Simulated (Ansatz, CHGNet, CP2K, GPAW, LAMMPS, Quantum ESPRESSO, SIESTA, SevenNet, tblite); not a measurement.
## Quantum ESPRESSO runs on amorphous Hg33S25Se8 (66 atoms)

Wanted: Quantum ESPRESSO inputs and outputs for amorphous Hg33S25Se8 (66 atoms), checked against a plane-wave reference.

Main program and level: Quantum ESPRESSO 7.5; the method is named at each step.

## (1) Starting point

The cell holds 66 atoms: 33 Hg, 25 S and 8 Se. Cell: a = 12.034 Å, b = 12.034 Å, c = 12.034 Å, α = 90.0°, β = 90.0°, γ = 90.0°. 66 atoms (33 Hg, 25 S, 8 Se) placed at random at 7.67 g/cm³, melted at 2500 K for 10 ps at fixed volume with the Stillinger-Weber II-VI potential (Zhou et al., Phys. Rev. B 88, 085309 (2013)). Quenched from 2500 K to 500 K at 10 K/ps and fixed volume, held 5 ps, then minimised at fixed cell.

The yardstick, on the same geometry:

| Item | Value |
| --- | --- |
| method | Kohn-Sham DFT, PBE, PAW, plane waves (Ansatz 0.2.0); cutoff 420 eV, Γ point, fermi-dirac smearing of 0.05 eV; PAW set soft_2 |
| r.m.s. force component | 0.3779 eV/Å |
| longest force | 1.339 eV/Å |
| pressure | -0.4884 GPa |
| SCF cycles | 11 |
| time | 32 s on 4 threads of Arm Neoverse V2, shared host |
| CPU time | 2.1 min |

## (2) PBE, sssp-1.3.0-efficiency, 45/360 Ry

Method: Kohn-Sham DFT, PBE, SSSP efficiency 1.3.0 pseudopotentials, plane waves.

pw.in reads:

```
&control
  calculation = 'scf'
  pseudo_dir = './pseudo'
  outdir = './tmp'
  disk_io = 'none'
  tprnfor = .true.
  tstress = .true.
/
&system
  ibrav = 0
  nat = 66
  ntyp = 3
  ecutwfc = 45
  ecutrho = 360
  nosym = .true.
  occupations = 'smearing'
  smearing = 'fd'
  degauss = 0.003675
/
&electrons
  conv_thr = 3.3e-07
  electron_maxstep = 100
  mixing_beta = 0.4
  mixing_mode = 'plain'
  diagonalization = 'david'
/
ATOMIC_SPECIES
Hg 200.592 Hg.upf
S 32.060 S.upf
Se 78.971 Se.upf
CELL_PARAMETERS angstrom
12.03400 0.00000 0.00000
0.00000 12.03400 0.00000
0.00000 0.00000 12.03400
ATOMIC_POSITIONS crystal
Hg 0.16766 0.63182 0.83001
Hg 0.95255 0.48940 0.20150
Hg 0.74042 0.77062 0.41261
Hg 0.37268 0.05822 0.08975
Hg 0.61928 0.48695 0.32859
Hg 0.86539 0.58038 0.89196
Hg 0.83538 0.74936 0.14362
Hg 0.89833 0.23102 0.71001
Hg 0.32468 0.35106 0.22588
Hg 0.89170 0.02669 0.44128
Hg 0.63350 0.42679 0.67069
Hg 0.01708 0.86134 0.68787
Hg 0.48667 0.12833 0.83855
Hg 0.46621 0.80223 0.91775
Hg 0.44846 0.84669 0.59101
Hg 0.55915 0.55460 0.03739
Hg 0.05700 0.04710 0.89844
Hg 0.58414 0.09597 0.52437
Hg 0.34201 0.54368 0.51177
Hg 0.08456 0.75757 0.32270
Hg 0.02573 0.16696 0.15148
Hg 0.94512 0.55243 0.55437
Hg 0.76784 0.96862 0.94552
Hg 0.25729 0.03919 0.39334
Hg 0.60130 0.04322 0.24154
Hg 0.24204 0.11456 0.70254
Hg 0.27208 0.59592 0.10081
Hg 0.69386 0.76213 0.70048
Hg 0.10031 0.32577 0.47997
Hg 0.73152 0.28188 0.04295
Hg 0.34551 0.37416 0.78511
Hg 0.42171 0.78321 0.26591
Hg 0.15345 0.35081 0.99848
S 0.23067 0.15823 0.21877
S 0.73297 0.94388 0.57198
S 0.61156 0.09995 0.02408
S 0.75590 0.44252 0.49638
S 0.16630 0.85496 0.85340
S 0.93918 0.98036 0.08110
S 0.26380 0.64159 0.32931
S 0.43925 0.37319 0.41178
S 0.65162 0.22762 0.35227
S 0.05123 0.55445 0.00902
S 0.45242 0.95505 0.39695
S 0.78422 0.93962 0.27489
S 0.38315 0.94419 0.77084
S 0.27477 0.20744 0.51394
S 0.13359 0.42850 0.29864
S 0.37089 0.26736 0.98540
S 0.49498 0.25966 0.65452
S 0.91097 0.63911 0.35617
S 0.55058 0.36183 0.13789
S 0.08819 0.78557 0.10368
S 0.90006 0.24081 0.48268
S 0.33090 0.84484 0.08056
S 0.86640 0.29319 0.22160
[... 6 atom lines left out ...]
Se 0.15960 0.48574 0.64293
Se 0.61518 0.68477 0.22033
Se 0.77876 0.37844 0.83915
Se 0.69766 0.74951 0.94377
K_POINTS gamma
```

On the command line:

```sh
OMP_NUM_THREADS=1 mpirun -np 4 pw.x -in pw.in > output.txt
```

The log of the run:

```text
Program PWSCF
     gamma-point specific algorithms are used
     one sub-group per band group will be used
     scalapack distributed-memory algorithm (size of sub-group:  2*  2 procs)
     Parallelization info
     sticks:   dense  smooth     PW     G-vecs:    dense   smooth      PW
     Min        3703    1853    463               339107   119940   14999
     Max        3706    1856    466               339110   119946   15002
     Sum       14817    7417   1861              1356433   479769   60005
     bravais-lattice index     =            0
     lattice parameter (alat)  =      22.7410  a.u.
     unit-cell volume          =   11760.5226 (a.u.)^3
     number of atoms/cell      =           66
     number of atomic types    =            3
     number of electrons       =       858.00
     number of Kohn-Sham states=          515
     kinetic-energy cutoff     =      45.0000  Ry
     charge density cutoff     =     360.0000  Ry
     scf convergence threshold =      3.3E-07
     mixing beta               =       0.4000
     number of iterations used =            8  plain     mixing
     Exchange-correlation= SLA  PW   PBE  PBE
                           (   1   4   3   4   0   0   0)
     crystal axes: (cart. coord. in units of alat)
               a(1) = (   1.000000   0.000000   0.000000 )
               a(2) = (   0.000000   1.000000   0.000000 )
               a(3) = (   0.000000   0.000000   1.000000 )
     reciprocal axes: (cart. coord. in units 2 pi/alat)
               b(1) = (  1.000000  0.000000  0.000000 )
               b(2) = (  0.000000  1.000000  0.000000 )
               b(3) = (  0.000000  0.000000  1.000000 )
     PseudoPot. # 1 for Hg:
     Pseudo is Norm-conserving, Zval = 20.0
     PseudoPot. # 2 for S :
     Pseudo is Ultrasoft + core correction, Zval =  6.0
     PseudoPot. # 3 for Se:
     Pseudo is Ultrasoft + core correction, Zval =  6.0
     atomic species   valence    mass     pseudopotential
     Hg               20.00   200.59200     Hg( 1.00)
     S                 6.00    32.06000     S ( 1.00)
     Se                6.00    78.97100     Se( 1.00)
     No symmetry found
   Cartesian axes
     number of k points=     1  Fermi-Dirac smearing, width (Ry)=  0.0037
                       cart. coord. in units 2pi/alat
        k(    1) = (   0.0000000   0.0000000   0.0000000), wk =   2.0000000
     Dense  grid:   678217 G-vectors     FFT dimensions: ( 144, 144, 144)
     Smooth grid:   239885 G-vectors     FFT dimensions: ( 100, 100, 100)
     Initial potential from superposition of free atoms
     starting charge     857.9961, renormalised to     858.0000
     Starting wfcs are  462 randomized atomic wfcs +   53 random wfcs
     Self-consistent Calculation
     iteration #  1     ecut=    45.00 Ry     beta= 0.40
     Threshold (ethr) on eigenvalues was too large:
     Diagonalizing with lowered threshold
     total energy              =  -11183.11245244 Ry
     estimated scf accuracy    <       5.95898106 Ry
     iteration #  2     ecut=    45.00 Ry     beta= 0.40
     total energy              =  -11181.79642919 Ry
     estimated scf accuracy    <      26.35129608 Ry
     iteration #  3     ecut=    45.00 Ry     beta= 0.40
     total energy              =  -11184.72382794 Ry
     estimated scf accuracy    <       5.54967232 Ry
     iteration #  4     ecut=    45.00 Ry     beta= 0.40
     total energy              =  -11185.08529516 Ry
     estimated scf accuracy    <       2.06035142 Ry
     iteration #  5     ecut=    45.00 Ry     beta= 0.40
     total energy              =  -11185.19380206 Ry
     estimated scf accuracy    <       0.72599509 Ry
     iteration #  6     ecut=    45.00 Ry     beta= 0.40
     total energy              =  -11185.21256447 Ry
     estimated scf accuracy    <       0.21911082 Ry
[...]
total energy              =  -11185.22916128 Ry
[...]
iteration # 20     ecut=    45.00 Ry     beta= 0.40
     total energy              =  -11185.22916198 Ry
     estimated scf accuracy    <       0.00000160 Ry
     iteration # 21     ecut=    45.00 Ry     beta= 0.40
     total energy              =  -11185.22916222 Ry
     estimated scf accuracy    <       0.00000037 Ry
     iteration # 22     ecut=    45.00 Ry     beta= 0.40
     End of self-consistent calculation
          k = 0.0000 0.0000 0.0000 ( 30003 PWs)   bands (ev):
  -106.9542-106.8670-106.8587-106.8531-106.8412-106.8072-106.8056-106.8019
  -106.7274-106.7237-106.7114-106.6648-106.6606-106.6593-106.6583-106.6431
  -106.6366-106.6345-106.5973-106.5933-106.5718-106.5565-106.5542-106.5540
  -106.5426-106.5322-106.5271-106.5086-106.5065-106.5053-106.4887-106.4316
  -106.3347 -55.2841 -55.2691 -55.2652 -55.1957 -55.1955 -55.1857 -55.1834
   -55.1802 -55.1762 -55.1750 -55.1742 -55.1682 -55.1621 -55.1578 -55.1447
   -55.1442 -55.1369 -55.1352 -55.1260 -55.1249 -55.1180 -55.1173 -55.1148
   -55.1006 -55.0595 -55.0572 -55.0471 -55.0457 -55.0429 -55.0409 -55.0338
   -55.0271 -55.0216 -55.0018 -55.0003 -54.9962 -54.9953 -54.9926 -54.9858
   -54.9789 -54.9783 -54.9771 -54.9765 -54.9758 -54.9749 -54.9694 -54.9689
[...]
13.1307  13.1583  13.2214  13.3104  13.3907  13.4200  13.4295  13.5090
    13.5692  13.6041  13.6271  13.7048  13.7229  13.8079  13.8820  13.8999
    13.9411  14.0175  14.0559  14.1290  14.1648  14.2353  14.2766  14.2862
    14.3753  14.4192  14.4831
     the Fermi energy is     8.0279 ev
!    total energy              =  -11185.22916216 Ry
     estimated scf accuracy    <       0.00000015 Ry
     smearing contrib. (-TS)   =      -0.01431007 Ry
     internal energy E=F+TS    =  -11185.21485209 Ry
     The total energy is F=E-TS. E is the sum of the following terms:
     one-electron contribution =   -7048.70398879 Ry
     hartree contribution      =    3605.11564561 Ry
     xc contribution           =   -1352.31579291 Ry
     ewald contribution        =   -6389.31071599 Ry
     convergence has been achieved in  22 iterations
     Forces acting on atoms (cartesian axes, Ry/au):
     atom    1 type  1   force =    -0.01071976    0.02008863   -0.01034169
     atom    2 type  1   force =    -0.00517380   -0.01284799    0.00518954
     atom    3 type  1   force =    -0.00261521    0.01641416    0.00612508
     atom    4 type  1   force =    -0.01501698   -0.00921715   -0.00441195
     atom    5 type  1   force =    -0.01047512   -0.01809461    0.00953307
     atom    6 type  1   force =     0.00669799   -0.01326378    0.00481708
[...]
atom   64 type  3   force =     0.00995404   -0.01623380    0.01697920
     atom   65 type  3   force =    -0.01044084    0.00646009    0.01283940
     atom   66 type  3   force =    -0.01048596   -0.00617948   -0.02363844
     Total force =     0.206640     Total SCF correction =     0.002408
     Computing stress (Cartesian axis) and pressure
          total   stress  (Ry/bohr**3)                   (kbar)     P=      -10.74
  -0.00005758   0.00002462   0.00001352           -8.47        3.62        1.99
   0.00002462  -0.00009062   0.00001856            3.62      -13.33        2.73
   0.00001352   0.00001856  -0.00007082            1.99        2.73      -10.42
     Message from routine punch:
     Nothing written, as per user request (disk_io='none')
```

Elapsed: 6.6 min, on 4 MPI ranks of Arm Neoverse V2, shared host; peak memory 4.5 GiB.

Banners, paths, timers and routine set-up lines are dropped from the logs unmarked, and long logs keep their key lines alone; longer cuts are marked.

Compared with the plane-wave run:

```
r.m.s. force component                  : 0.3776 eV/Å
r.m.s. difference of force components   : 2.864 meV/Å
longest difference of force vectors     : 8.5 meV/Å
force difference over r.m.s. force      : 0.7581 %
slope of forces against the reference's : 0.9992
correlation of force components         : 1
pressure                                : -1.074 GPa
pressure difference                     : -0.5856 GPa
```

Length of the force difference by element (eV/Å):

| element | atoms | mean | most |
| --- | --- | --- | --- |
| Hg | 33 | 0.0049 | 0.0085 |
| S | 25 | 0.0043 | 0.008 |
| Se | 8 | 0.0041 | 0.0064 |

The surroundings of S52, which bears the longest force, nearest first, numbered as they follow in the input and with coordinates relative to it.

| atom | x | y | z | distance (Å) | bonds | Fx | Fy | Fz (eV/Å) |
| --- | --- | --- | --- | --- | --- | --- | --- | --- |
| S52 | 0.00 | 0.00 | 0.00 | 0.00 | 4 | 0.15 | 1.27 | 0.39 |
| Hg16 | 0.10 | 2.32 | -1.21 | 2.62 | 4 | -0.15 | -0.45 | 0.14 |
| Hg30 | 2.18 | -0.96 | -1.14 | 2.64 | 4 | 0.27 | 0.15 | 0.31 |
| Hg5 | 0.83 | 1.51 | 2.29 | 2.87 | 4 | -0.27 | -0.47 | 0.25 |
| Hg9 | -2.72 | -0.13 | 1.06 | 2.92 | 4 | 0.55 | 0.35 | 0.48 |
| S49 | -2.16 | -1.14 | -1.84 | 3.06 | 4 | -0.69 | 0.07 | -0.33 |
| S42 | 1.22 | -1.62 | 2.58 | 3.28 | 2 | -0.68 | -0.87 | 0.27 |
| S36 | 0.73 | -3.15 | -1.37 | 3.51 | 4 | 0.13 | -0.53 | -0.51 |
| S41 | -1.34 | 0.14 | 3.30 | 3.56 | 3 | 0.15 | 0.48 | -0.28 |

Forces lie 0.76 % from the reference's, at 13 times its CPU time.

## (3) Results

```
force difference from the reference : QE PBE, sssp-1.3.0-efficiency, 45/360 Ry, 0.76 %
its CPU time                        : 27 min
```

PBE on plane waves or a grid with other potentials, cutoffs or grids differs from the reference by 0.76 % (QE PBE, sssp-1.3.0-efficiency, 45/360 Ry) of the r.m.s. force; this holds the reference's own error, so differences of a few per cent don't tell which side is nearer the exact PBE result (QE's 45 Ry are 612 eV, against the reference's 420 eV). The potentials hold different valence shells: 938 electrons in the reference, 858 in Quantum ESPRESSO with SSSP; this bears on time and differences. The quench rate of 10 K/ps is many orders above laboratory rates, so the cell is likely richer in defects and strain than a real sample. The network of bonds at the start is that of the classical potential that made the cell, and needn't be the one that DFT or experiment would give. The electronic-structure runs sample only Γ, in a cell whose shortest periodic width is 12 Å, which is coarse for a cell with partly filled levels. Spin–orbit coupling is left out, which matters for the levels of the heavy elements.

[Also dropped from logs without a mark: logging warnings of Python, and SIESTA's first energy breakdown and zero terms.]

[Logs are printed without paths, hosts, clocks, repeated set-up lines and the standing remarks that a program may print on its own settings, such as how far it seeks lower states.]

[Hosts, paths, dates, database ids (printed as entryN), source tags and the programs' standing remarks are cut or masked in the printed files.]
